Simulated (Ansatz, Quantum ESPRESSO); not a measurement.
# Ge chain with one bond drawn out by 2.0 Å: ballistic transmission, part 2 of 4

Wanted: the transmission near the Fermi level and the conductance of this junction: Ge chain with one bond drawn out by 2.0 Å.

Quantum ESPRESSO 7.5; plane-wave DFT, PBE, GBRV ultrasoft pseudopotentials; cross-check by Ansatz 0.2.0 with PAW datasets.

So far. Step 2 (Self-consistent run): The run needed 15 iterations to bring the estimated error under 1e-07 Ry; the largest force on any atom, held or free, is 0.88 eV/Å.

### Step 3. The open system

Level of this step: transmission by pwcond, lead and junction from one cell; plane-wave DFT, PBE, GBRV ultrasoft pseudopotentials (Quantum ESPRESSO).

prefixt takes both regions from one run: the lead from 0 to bdl, the scattering region from bdl to bds (units of alat). ikind = 1 puts the same lead on both sides. The program's T_tot counts both spins in a run without spin; the tables below give T per spin.

Contents of cond.in:

```
&inputcond
  outdir = './out'
  prefixt = 'scf'
  tran_file = 'cond.dat'
  bdl = 0.6266666667
  bds = 3.4000000000
  ikind = 1
  ewind = 4.0
  epsproj = 1e-05
  nz1 = 7
  energy0 = 2.0
  denergy = -0.1
/
1
  0.00000000 0.00000000 1.00000000
41
```

The run is started by

```bash
$ OMP_NUM_THREADS=1 mpirun -n 2 pwcond.x -in cond.in > cond.out
```

The program printed:

```text
[banner, memory and clock lines left out]
Program PWCOND v.7.5 starts

          URL

     ./out/scf.save/

     IMPORTANT: XC functional enforced from input :
     Exchange-correlation= PBE
                           (   1   4   3   4   0   0   0)
     Any further DFT definition will be discarded
     Please, verify this is what you really want

     Check: negative core charge=   -0.000002

     negative rho (up, down):  1.274E-04 0.000E+00
     Reading collected, re-writing distributed wavefunctions

===== INPUT FILE containing all the regions =====

     GEOMETRY:

     lattice parameter (alat)  =      14.1729  a.u.
     the volume                =    9679.6423 (a.u.)^3
     the cross section         =     200.8724 (a.u.)^2
     l of the unit cell        =       3.4000 (alat)
     number of atoms/cell      =           10
     number of atomic types    =            1

     crystal axes: (cart. coord. in units of alat)
               a(1) = (  1.0000  0.0000  0.0000 )
               a(2) = (  0.0000  1.0000  0.0000 )
               a(3) = (  0.0000  0.0000  3.4000 )

   Cartesian axes

     site n.     atom                  positions (alat units)
          1        Ge     tau(  1)=(  0.5000  0.5000  3.4000  )
          2        Ge     tau(  2)=(  0.5000  0.5000  0.3133  )
          3        Ge     tau(  3)=(  0.5000  0.5000  0.6267  )
          4        Ge     tau(  4)=(  0.5000  0.5000  0.9400  )
          5        Ge     tau(  5)=(  0.5000  0.5000  1.2533  )
          6        Ge     tau(  6)=(  0.5000  0.5000  1.8333  )
          7        Ge     tau(  7)=(  0.5000  0.5000  2.1467  )
          8        Ge     tau(  8)=(  0.5000  0.5000  2.4600  )
          9        Ge     tau(  9)=(  0.5000  0.5000  2.7733  )
         10        Ge     tau( 10)=(  0.5000  0.5000  3.0867  )

     nr1s                      =           54
     nr2s                      =           54
     nr3s                      =          180
     nr1sx                     =           54
     nr2sx                     =           54
     nr3sx                     =          180
     nr1                       =           60
     nr2                       =           60
     nr3                       =          200
     nr1x                      =           60
     nr2x                      =           60
     nr3x                      =          200

 _______________________________
  Radii of nonlocal spheres:

     type       ibeta     ang. mom.          radius (alat units)
       Ge         1         0                    0.1426
       Ge         2         0                    0.1426
       Ge         3         1                    0.1426
       Ge         4         1                    0.1426
       Ge         5         2                    0.1426
       Ge         6         2                    0.1426
----- General information -----

--- T calc. with identical leads (ikind=1) ---

     nrx                       =           54
     nry                       =           54
     nz1                       =            7

     energy0               =         2.0E+00
     denergy               =        -1.0E-01
     nenergy               =         41
     ecut2d                =         3.4E+01
     ewind                 =         4.0E+00
     epsproj               =         1.0E-05

     number of k_|| points=    1
                       cryst. coord.
        k(    1) = (   0.0000000   0.0000000), wk =   1.0000000
----- Information about left/right lead -----

     nocros                   =           18
     noins                    =           18
     norb                     =           54
     norbf                    =          162
     nrz                      =           33

      iorb      type   ibeta   ang. mom.   m       position (alat)
        1        1       1        0        1   taunew(   1)=(  0.5000  0.5000  0.0000)
        2        1       2        0        1   taunew(   2)=(  0.5000  0.5000  0.0000)
        3        1       3        1        1   taunew(   3)=(  0.5000  0.5000  0.0000)
        4        1       3        1        2   taunew(   4)=(  0.5000  0.5000  0.0000)
        5        1       3        1        3   taunew(   5)=(  0.5000  0.5000  0.0000)
        6        1       4        1        1   taunew(   6)=(  0.5000  0.5000  0.0000)
        7        1       4        1        2   taunew(   7)=(  0.5000  0.5000  0.0000)
        8        1       4        1        3   taunew(   8)=(  0.5000  0.5000  0.0000)
        9        1       5        2        1   taunew(   9)=(  0.5000  0.5000  0.0000)
       10        1       5        2        2   taunew(  10)=(  0.5000  0.5000  0.0000)
       11        1       5        2        3   taunew(  11)=(  0.5000  0.5000  0.0000)
       12        1       5        2        4   taunew(  12)=(  0.5000  0.5000  0.0000)
       13        1       5        2        5   taunew(  13)=(  0.5000  0.5000  0.0000)
       14        1       6        2        1   taunew(  14)=(  0.5000  0.5000  0.0000)
       15        1       6        2        2   taunew(  15)=(  0.5000  0.5000  0.0000)
       16        1       6        2        3   taunew(  16)=(  0.5000  0.5000  0.0000)
       17        1       6        2        4   taunew(  17)=(  0.5000  0.5000  0.0000)
       18        1       6        2        5   taunew(  18)=(  0.5000  0.5000  0.0000)
       19        1       1        0        1   taunew(  19)=(  0.5000  0.5000  0.3133)
       20        1       2        0        1   taunew(  20)=(  0.5000  0.5000  0.3133)
       21        1       3        1        1   taunew(  21)=(  0.5000  0.5000  0.3133)
       22        1       3        1        2   taunew(  22)=(  0.5000  0.5000  0.3133)
       23        1       3        1        3   taunew(  23)=(  0.5000  0.5000  0.3133)
       24        1       4        1        1   taunew(  24)=(  0.5000  0.5000  0.3133)
       25        1       4        1        2   taunew(  25)=(  0.5000  0.5000  0.3133)
       26        1       4        1        3   taunew(  26)=(  0.5000  0.5000  0.3133)
       27        1       5        2        1   taunew(  27)=(  0.5000  0.5000  0.3133)
       28        1       5        2        2   taunew(  28)=(  0.5000  0.5000  0.3133)
       29        1       5        2        3   taunew(  29)=(  0.5000  0.5000  0.3133)
       30        1       5        2        4   taunew(  30)=(  0.5000  0.5000  0.3133)
       31        1       5        2        5   taunew(  31)=(  0.5000  0.5000  0.3133)
       32        1       6        2        1   taunew(  32)=(  0.5000  0.5000  0.3133)
       33        1       6        2        2   taunew(  33)=(  0.5000  0.5000  0.3133)
       34        1       6        2        3   taunew(  34)=(  0.5000  0.5000  0.3133)
[...]
148        1       3        1        2   taunew( 148)=(  0.5000  0.5000  2.7733)
      149        1       3        1        3   taunew( 149)=(  0.5000  0.5000  2.7733)
      150        1       4        1        1   taunew( 150)=(  0.5000  0.5000  2.7733)
      151        1       4        1        2   taunew( 151)=(  0.5000  0.5000  2.7733)
      152        1       4        1        3   taunew( 152)=(  0.5000  0.5000  2.7733)
      153        1       5        2        1   taunew( 153)=(  0.5000  0.5000  2.7733)
      154        1       5        2        2   taunew( 154)=(  0.5000  0.5000  2.7733)
      155        1       5        2        3   taunew( 155)=(  0.5000  0.5000  2.7733)
      156        1       5        2        4   taunew( 156)=(  0.5000  0.5000  2.7733)
      157        1       5        2        5   taunew( 157)=(  0.5000  0.5000  2.7733)
      158        1       6        2        1   taunew( 158)=(  0.5000  0.5000  2.7733)
      159        1       6        2        2   taunew( 159)=(  0.5000  0.5000  2.7733)
      160        1       6        2        3   taunew( 160)=(  0.5000  0.5000  2.7733)
      161        1       6        2        4   taunew( 161)=(  0.5000  0.5000  2.7733)
      162        1       6        2        5   taunew( 162)=(  0.5000  0.5000  2.7733)
 ngper, shell number =          545          70
 ngper, n2d =          545         142
---  E-Ef =    2.0000000  k =    0.0000000   0.0000000
---  ie =          1  ik =          1
 Nchannels of the left tip =            3
 Right moving states:
   k1(2pi/a)   k2(2pi/a)   E-Ef (eV)
   0.3187299   0.0000027   2.0000000
  -0.3257246  -0.0000909   2.0000000
  -0.3257246  -0.0000909   2.0000000
 Left moving states:
   k1(2pi/a)   k2(2pi/a)   E-Ef (eV)
  -0.3187299   0.0000027   2.0000000
   0.3257246  -0.0000909   2.0000000
   0.3257246  -0.0000909   2.0000000

 to transmit
 Band j to band i transmissions and reflections:
    j         i     |T_ij|^2    |R_ij|^2

    1 -->     1     0.19915     0.80085
    1 -->     2     0.00000     0.00000
    1 -->     3     0.00000     0.00000
   Total T_j, R_j =    0.19915  0.80085

    2 -->     1     0.00000     0.00000
    2 -->     2     0.04162     0.83151
    2 -->     3     0.00000     0.12687
   Total T_j, R_j =    0.04162  0.95838

    3 -->     1     0.00000     0.00000
    3 -->     2     0.00000     0.12687
    3 -->     3     0.04162     0.83151
   Total T_j, R_j =    0.04162  0.95838

E-Ef(ev), T(x2 spins) =    2.0000000   0.5647795
---  E-Ef =    1.9000000  k =    0.0000000   0.0000000
---  ie =          2  ik =          1
 Nchannels of the left tip =            3
 Right moving states:
   k1(2pi/a)   k2(2pi/a)   E-Ef (eV)
   0.3131429   0.0000033   1.9000000
  -0.3374540  -0.0000910   1.9000000
  -0.3374540  -0.0000910   1.9000000
 Left moving states:
   k1(2pi/a)   k2(2pi/a)   E-Ef (eV)
  -0.3131429   0.0000033   1.9000000
   0.3374544  -0.0000910   1.9000000
   0.3374544  -0.0000910   1.9000000

 to transmit
 Band j to band i transmissions and reflections:
    j         i     |T_ij|^2    |R_ij|^2

    1 -->     1     0.19084     0.80916
    1 -->     2     0.00000     0.00000
    1 -->     3     0.00000     0.00000
   Total T_j, R_j =    0.19084  0.80916

    2 -->     1     0.00000     0.00000
    2 -->     2     0.03934     0.82708
    2 -->     3     0.00000     0.13357
   Total T_j, R_j =    0.03934  0.96066

    3 -->     1     0.00000     0.00000
    3 -->     2     0.00000     0.13357
    3 -->     3     0.03934     0.82708
   Total T_j, R_j =    0.03934  0.96066

E-Ef(ev), T(x2 spins) =    1.9000000   0.5390586
---  E-Ef =    1.8000000  k =    0.0000000   0.0000000
---  ie =          3  ik =          1
 Nchannels of the left tip =            3
 Right moving states:
   k1(2pi/a)   k2(2pi/a)   E-Ef (eV)
   0.3075390   0.0000038   1.8000000
  -0.3493196  -0.0000912   1.8000000
  -0.3493196  -0.0000912   1.8000000
 Left moving states:
   k1(2pi/a)   k2(2pi/a)   E-Ef (eV)
  -0.3075390   0.0000038   1.8000000
   0.3493196  -0.0000912   1.8000000
   0.3493196  -0.0000912   1.8000000

 to transmit
 Band j to band i transmissions and reflections:
    j         i     |T_ij|^2    |R_ij|^2

    1 -->     1     0.18304     0.81696
    1 -->     2     0.00000     0.00000
    1 -->     3     0.00000     0.00000
   Total T_j, R_j =    0.18304  0.81696

    2 -->     1     0.00000     0.00000
    2 -->     2     0.03688     0.82366
    2 -->     3     0.00000     0.13946
   Total T_j, R_j =    0.03688  0.96312

    3 -->     1     0.00000     0.00000
    3 -->     2     0.00000     0.13946
    3 -->     3     0.03688     0.82366
   Total T_j, R_j =    0.03688  0.96312

E-Ef(ev), T(x2 spins) =    1.8000000   0.5136107
[... further energies and points left out ...]
---  E-Ef =   -1.8000000  k =    0.0000000   0.0000000
---  ie =         39  ik =          1
 Nchannels of the left tip =            1
 Right moving states:
   k1(2pi/a)   k2(2pi/a)   E-Ef (eV)
   0.0897612   0.0000217  -1.8000000
 Left moving states:
   k1(2pi/a)   k2(2pi/a)   E-Ef (eV)
  -0.0897612   0.0000217  -1.8000000

 to transmit
 Band j to band i transmissions and reflections:
    j         i     |T_ij|^2    |R_ij|^2

    1 -->     1     0.04562     0.95438
   Total T_j, R_j =    0.04562  0.95438

E-Ef(ev), T(x2 spins) =   -1.8000000   0.0912445
---  E-Ef =   -1.9000000  k =    0.0000000   0.0000000
---  ie =         40  ik =          1
 Nchannels of the left tip =            1
 Right moving states:
   k1(2pi/a)   k2(2pi/a)   E-Ef (eV)
   0.0831126   0.0000222  -1.9000000
 Left moving states:
   k1(2pi/a)   k2(2pi/a)   E-Ef (eV)
  -0.0831126   0.0000222  -1.9000000

 to transmit
 Band j to band i transmissions and reflections:
    j         i     |T_ij|^2    |R_ij|^2

    1 -->     1     0.04361     0.95639
   Total T_j, R_j =    0.04361  0.95639

E-Ef(ev), T(x2 spins) =   -1.9000000   0.0872209
---  E-Ef =   -2.0000000  k =    0.0000000   0.0000000
---  ie =         41  ik =          1
 Nchannels of the left tip =            1
 Right moving states:
   k1(2pi/a)   k2(2pi/a)   E-Ef (eV)
   0.0764185   0.0000226  -2.0000000
 Left moving states:
   k1(2pi/a)   k2(2pi/a)   E-Ef (eV)
  -0.0764185   0.0000226  -2.0000000

 to transmit
 Band j to band i transmissions and reflections:
    j         i     |T_ij|^2    |R_ij|^2

    1 -->     1     0.04169     0.95831
   Total T_j, R_j =    0.04169  0.95831

E-Ef(ev), T(x2 spins) =   -2.0000000   0.0833726
   T_tot     2.00000      0.56478E+00
   T_tot     1.90000      0.53906E+00
   T_tot     1.80000      0.51361E+00
   T_tot     1.70000      0.48876E+00
   T_tot     1.60000      0.46498E+00
   T_tot     1.50000      0.44281E+00
   T_tot     1.40000      0.42269E+00
   T_tot     1.30000      0.40498E+00
   T_tot     1.20000      0.38994E+00
   T_tot     1.10000      0.37778E+00
   T_tot     1.00000      0.36880E+00
   T_tot     0.90000      0.36346E+00
   T_tot     0.80000      0.36267E+00
   T_tot     0.70000      0.24482E+00
   T_tot     0.60000      0.23699E+00
   T_tot     0.50000      0.37174E+00
   T_tot     0.40000      0.39395E+00
   T_tot     0.30000      0.40967E+00
   T_tot     0.20000      0.40930E+00
   T_tot     0.10000      0.38577E+00
   T_tot    -0.00000      0.34668E+00
   T_tot    -0.10000      0.30598E+00
   T_tot    -0.20000      0.27152E+00
   T_tot    -0.30000      0.24442E+00
   T_tot    -0.40000      0.22304E+00
   T_tot    -0.50000      0.20522E+00
   T_tot    -0.60000      0.18917E+00
   T_tot    -0.70000      0.17401E+00
   T_tot    -0.80000      0.16014E+00
   T_tot    -0.90000      0.14814E+00
   T_tot    -1.00000      0.13736E+00
   T_tot    -1.10000      0.12544E+00
   T_tot    -1.20000      0.11989E+00
   T_tot    -1.30000      0.11456E+00
   T_tot    -1.40000      0.10944E+00
   T_tot    -1.50000      0.10456E+00
   T_tot    -1.60000      0.99899E-01
   T_tot    -1.70000      0.95465E-01
   T_tot    -1.80000      0.91244E-01
   T_tot    -1.90000      0.87221E-01
   T_tot    -2.00000      0.83373E-01

Note: The following floating-point exceptions are signalling: IEEE_UNDERFLOW_FLAG
Note: The following floating-point exceptions are signalling: IEEE_UNDERFLOW_FLAG
```

It took 4.6 min on 2 MPI ranks of Arm Neoverse V1, shared host; peak memory 0.61 GiB.

Numbers from this step:

| Property | Result |
| --- | --- |
| lead channels at the Fermi level, one spin | 3 |
| transmission at the Fermi level, one spin | 0.1733 |
| conductance | 0.1733 G₀ |

Per spin. Open channels against energy, zero at the Fermi level:

energy (eV), open channels and a bar from the least value:
```
    -2.00       1.00 
    -1.90       1.00 
    -1.80       1.00 
    -1.70       1.00 
    -1.60       1.00 
    -1.50       1.00 
    -1.40       1.00 
    -1.20       1.00 
    -1.10       1.00 
    -1.00       3.00 ##############################
    -0.90       3.00 ##############################
    -0.80       3.00 ##############################
    -0.70       3.00 ##############################
    -0.60       3.00 ##############################
    -0.50       3.00 ##############################
    -0.40       3.00 ##############################
    -0.30       3.00 ##############################
    -0.20       3.00 ##############################
    -0.10       3.00 ##############################
     0.00       3.00 ##############################
     0.10       3.00 ##############################
     0.20       3.00 ##############################
     0.30       3.00 ##############################
     0.40       3.00 ##############################
     0.50       3.00 ##############################
     0.60       1.00 
     0.70       1.00 
     0.80       3.00 ##############################
     0.90       3.00 ##############################
     1.00       3.00 ##############################
     1.10       3.00 ##############################
     1.20       3.00 ##############################
     1.40       3.00 ##############################
     1.50       3.00 ##############################
     1.60       3.00 ##############################
     1.70       3.00 ##############################
     1.80       3.00 ##############################
     1.90       3.00 ##############################
     2.00       3.00 ##############################
```

Per spin. Transmission against energy, zero at the Fermi level:

energy (eV), transmission and a bar from the least value:
```
    -2.00      0.042 
    -1.90      0.044 
    -1.80      0.046 
    -1.70      0.048 #
    -1.60      0.050 #
    -1.50      0.052 #
    -1.40      0.055 ##
    -1.20      0.060 ##
    -1.10      0.063 ###
    -1.00      0.069 ###
    -0.90      0.074 ####
    -0.80      0.080 #####
    -0.70      0.087 ######
    -0.60      0.095 #######
    -0.50      0.103 ########
    -0.40      0.112 #########
    -0.30      0.122 ##########
    -0.20      0.136 ############
    -0.10      0.153 ##############
     0.00      0.173 ################
     0.10      0.193 ###################
     0.20      0.205 ####################
     0.30      0.205 ####################
     0.40      0.197 ###################
     0.50      0.186 ##################
     0.60      0.118 ##########
     0.70      0.122 ##########
     0.80      0.181 #################
     0.90      0.182 #################
     1.00      0.184 ##################
     1.10      0.189 ##################
     1.20      0.195 ###################
     1.40      0.211 #####################
     1.50      0.221 ######################
     1.60      0.232 ########################
     1.70      0.244 #########################
     1.80      0.257 ###########################
     1.90      0.270 ############################
     2.00      0.282 ##############################
```

The program's own clock; routines nest. Time by routine:

| routine | wall time (s) | calls |
| --- | --- | --- |
| PWCOND | 273.2 | 1 |
| scatter_forw | 235.7 | 82 |
| compbs | 17.97 | 41 |
| local | 14.9 | 1 |
| compbs_2 | 14.68 | 41 |
| init | 1.29 | 1 |
| poten | 0.08 | 1 |

At no point does T exceed the number of channels. That doesn't clear the run: at some energies its lead has fewer channels than the second code's.

(Continued in part 3 of 4.)

[Logs are printed without paths, hosts, clocks, repeated set-up lines and the standing remarks that a program may print on its own settings, such as how far it seeks lower states.]

[Hosts, paths, dates, database ids (printed as entryN), source tags and the programs' standing remarks are cut or masked in the printed files.]

[Maps of the electrostatic potential energy from Ansatz leave out the sawtooth potential of an applied field or a dipole correction, so their vacuum need not be flat; planar profiles and work functions include it.]
